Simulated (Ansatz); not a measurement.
# MgZn2S3: complex band structure, part 3 of 3

A new crystal, MgZn2S3: structure, gap and complex bands. It is built by putting Mg for part of the Zn in the ZnS structure of space group R3m, with the volume rescaled by atomic radii. The parent structure comes from the Materials Project.

Ansatz 0.2.0; r2SCAN DFT, plane waves, PAW files (the session's first sound run).

So far, gap on path (eV): step 3 (the bulk crystal and its band edges, r2SCAN) 2.97; step 6 (LDA, cutoff 420 eV) 2.14.

The structure was built from a prototype and need not be the compound's stable phase.

## 7. Complex bands at another level, cutoff 420 eV

This step: LDA DFT, plane waves, PAW files; complex bands by layer matching along the plane's normal (Ansatz 0.2.0).

The complex bands at that level, over its own gap, at (0, 0) and (0.5, 0).

input.yaml

```yaml
crystal:
  lattice:
    - [3.869810402, 0.0, 0.0]
    - [1.934905201, 3.351354116, 0.0]
    - [1.934905201, -1.117118039, 9.52637178]
  atoms:
    - { symbol: Mg, position: [4.60288e-05, 0.9999769856, 0.9999309568] }
    - { symbol: Zn, position: [0.441485735, 0.7792571325, 0.3377713975] }
    - { symbol: Zn, position: [0.8923019264, 0.5538490368, 0.6615471104] }
    - { symbol: S, position: [0.1719842252, 0.9140078874, 0.7420236622] }
    - { symbol: S, position: [0.055868227, 0.4720658865, 0.4161976595] }
    - { symbol: S, position: [0.6049658574, 0.6975170713, 0.0925512139] }
kpoints:
  mp_grid: { grid: [8, 8, 8] }
scf:
  occupations: { method: fixed }
hamiltonian:
  xc: lda
output:
  eigenvalues: true
  transmission:
    leads: [[0, 0]]
    kpoints: [[0.0, 0.0], [0.5, 0.0]]
    e_range: [-1.0, 3.14]
    de: 0.1
```

Started as:

```bash
$ ansatz run input.yaml --threads 2 --pin off --max-ram 4096MiB --backend cpu --events-out ev --progress --plain --runs-dir out
```

Numbers of over 12 decimals in the logs are rounded to 6 here.

What it wrote:

```text
[...]
Crystal: 6 atoms, lattice volume = 123.549 Å³
Basis set: ecut = 420 eV, 2437 PW (Γ)
Bands: 32, of which v1, the nominal top of the filled ones, is band 26 counted from 1 (25 counted from 0)
Symmetry: 6 space group operations
[...]
k-points: 65 of 512 (time reversal used)
[...]
SCF iter   1: F=—  HF=-11008.731082 eV  |F-HF|=—  |Δ(HF+E_count)|=         —  Δρ=6.72e-3  dr2=5.03e-2  ethr=1.77e-3  ⟨swp⟩=4.9  Hψ=7465  notcnv=0  defer=248
[...]
SCF iter   7: F=-11008.712497 eV  HF=-11008.712497 eV  |F-HF|=7.93e-9  |Δ(HF+E_count)|=   4.33e-7  Δρ=6.70e-6  dr2=6.58e-8  ethr=1.92e-10  ⟨swp⟩=6.8  Hψ=9312  notcnv=0
SCF 1 converged in 7 iterations: F = -11008.712497 eV  dr2 = 6.58e-8
[...]
transmission: 12 of 24 steps passed
transmission: 24 of 24 steps passed
SCF converged after 7 iterations
Free energy (F): -11008.712497 eV
[...]
Internal energy: -11008.712497 eV  (E = F + TS)
E sigma→0 (E₀):  -11008.712497 eV
Fermi energy:    4.703722 eV
[...]
--- Band table (eV; the first three rows and the last of 65) ---
  k-point 0: bands = [... 22 lower, 4.1905, 4.5988, 4.7037, 4.7037, 6.8481, 7.8317, 9.0600, 11.1418, ... 2 higher]
  k-point 1: bands = [... 22 lower, 4.2103, 4.4579, 4.6957, 4.6957, 6.9737, 7.8279, 9.0639, 11.1284, ... 2 higher]
  k-point 2: bands = [... 22 lower, 4.2551, 4.2551, 4.6744, 4.6744, 7.2592, 7.8213, 9.0610, 11.0988, ... 2 higher]
  k-point 64: bands = [... 22 lower, 2.4444, 2.6932, 3.3384, 3.6071, 9.0389, 9.3037, 10.0522, 10.5075, ... 2 higher]
--- Transmission ---
  basis      : 121 plane waves across, 12 finite elements along
  points     : 2, as listed
[...]
crystal 0  : Mg1S3Zn2, at the sites [0, 0], period 9.5264 Å: whole cells are its period
[...]
channels       : 0.000000e0 a spin
[...]
slowest decay  : 0.1594 /Å at (0.0000, 0.0000)
```

It took 14 s on 2 threads of Intel Xeon Platinum 8488C (Sapphire Rapids), shared host; peak memory 0.54 GiB.

Numbers from this step:

| Quantity | Value |
| --- | --- |
| level to which the leads are filled | 1.072 eV from the Fermi level |
| decay constant at the filling level, zone centre | 0.1594 Å⁻¹ |
| decay constant at the filling level, slowest listed point | 0.1594 Å⁻¹ |

K parallel (0, 0); values up to 1.5 1/Å, a degenerate pair printed once or twice; energies at which all values exceed this have no row. Im kz of the slowest decaying states against energy, zero at the highest filled level on the SCF mesh:

| energy (eV) | decay 1 (Å⁻¹) | decay 2 (Å⁻¹) | decay 3 (Å⁻¹) | decay 4 (Å⁻¹) |
| --- | --- | --- | --- | --- |
| -1.00 | 0.353 | 1.22 | 1.38 | 1.45 |
| -0.80 | 1.20 | 1.38 | 1.42 | - |
| -0.60 | 0.136 | 1.19 | 1.37 | 1.39 |
| -0.40 | 1.19 | 1.36 | 1.36 | - |
| -0.20 | 0.168 | 1.20 | 1.33 | 1.33 |
| 0.00 | 0.0150 | 0.0672 | 1.26 | 1.30 |
| 0.20 | 0.109 | 0.344 | 1.25 | 1.27 |
| 0.40 | 0.133 | 0.450 | 1.24 | 1.24 |
| 0.60 | 0.147 | 0.520 | 1.18 | 1.21 |
| 0.80 | 0.156 | 0.574 | 1.06 | 1.18 |
| 1.00 | 0.160 | 0.617 | 0.983 | 1.16 |
| 1.30 | 0.155 | 0.668 | 0.894 | 1.11 |
| 1.50 | 0.146 | 0.695 | 0.840 | 1.08 |
| 1.70 | 0.130 | 0.718 | 0.787 | 1.05 |
| 1.90 | 0.102 | 0.735 | 0.737 | 1.02 |
| 2.10 | 0.0464 | 0.680 | 0.754 | 0.991 |
| 2.30 | 0.622 | 0.766 | 0.961 | - |
| 2.50 | 0.558 | 0.776 | 0.932 | - |
| 2.70 | 0.481 | 0.782 | 0.904 | 1.50 |
| 2.90 | 0.373 | 0.785 | 0.877 | 1.47 |
| 3.10 | 0.0970 | 0.785 | 0.851 | 1.45 |

K parallel (0.5, 0); values up to 1.5 1/Å, a degenerate pair printed once or twice; energies at which all values exceed this have no row. The Im kz of the slowest decaying states by energy, zero at the highest filled level on the SCF mesh:

| energy (eV) | decay 1 (Å⁻¹) | decay 2 (Å⁻¹) | decay 3 (Å⁻¹) | decay 4 (Å⁻¹) |
| --- | --- | --- | --- | --- |
| -1.00 | 0.0840 | 0.113 | 0.147 | 1.24 |
| -0.70 | 0.117 | 0.192 | 0.228 | 1.18 |
| -0.40 | 0.234 | 0.270 | 0.308 | 1.12 |
| -0.10 | 0.261 | 0.296 | 0.394 | 1.06 |
| 0.00 | 0.268 | 0.302 | 0.415 | 1.05 |
| 0.20 | 0.279 | 0.312 | 0.450 | 1.01 |
| 0.50 | 0.29 | 0.321 | 0.489 | 0.960 |
| 0.80 | 0.296 | 0.325 | 0.518 | 0.909 |
| 1.00 | 0.297 | 0.324 | 0.532 | 0.875 |
| 1.30 | 0.294 | 0.319 | 0.548 | 0.823 |
| 1.60 | 0.287 | 0.310 | 0.559 | 0.771 |
| 1.90 | 0.275 | 0.294 | 0.565 | 0.716 |
| 2.20 | 0.258 | 0.273 | 0.568 | 0.658 |
| 2.50 | 0.234 | 0.242 | 0.567 | 0.596 |
| 2.80 | 0.196 | 0.199 | 0.527 | 0.563 |
| 3.10 | 0.113 | 0.145 | 0.450 | 0.556 |

At the listed wavevectors the last open channel is at -0.20 eV and the next at +2.20 eV on the grid. At +1.10 eV, the grid energy nearest the filling level (the middle of the gap on the SCF mesh), the slowest state at the listed wavevectors decays with κ = 0.159 Å⁻¹, its amplitude falling by e over 6.3 Å; the first such run, plane (001), gave 0.202 Å⁻¹.

## 8. Summary of results

| Item | Value |
| --- | --- |
| band gap | 2.97 eV |
| least decay constant at mid-gap, normal to (001) | 0.202 Å⁻¹ |
| least decay constant at mid-gap, normal to (101) | 0.196 Å⁻¹ |
| least decay constant, LDA | 0.159 Å⁻¹ |

With r2SCAN, the slowest decay at the wavevectors tried is κ = 0.196 Å⁻¹, normal to (101). Through such a film the transmission near mid-gap falls as exp(−2κd), a factor of ten every 5.9 Å. The directions tried decay at nearly the same rate. A free electron under a barrier of half the gap would need a mass of 0.098 mₑ to decay at this rate. With LDA the gap goes from 2.97 to 2.14 eV and the decay constant, over the first 2 listed wavevectors, from 0.202 to 0.159 Å⁻¹. The compound is made up by substitution; its stability against other phases and against distortions of the cell's symmetry was not tested. r2SCAN still narrows gaps, if less than LDA and GGA do, so real decay constants are likely larger.

[Logs are printed without paths, hosts, clocks, repeated set-up lines and the standing remarks that a program may print on its own settings, such as how far it seeks lower states.]

[Hosts, paths, dates, database ids (printed as entryN), source tags and the programs' standing remarks are cut or masked in the printed files.]
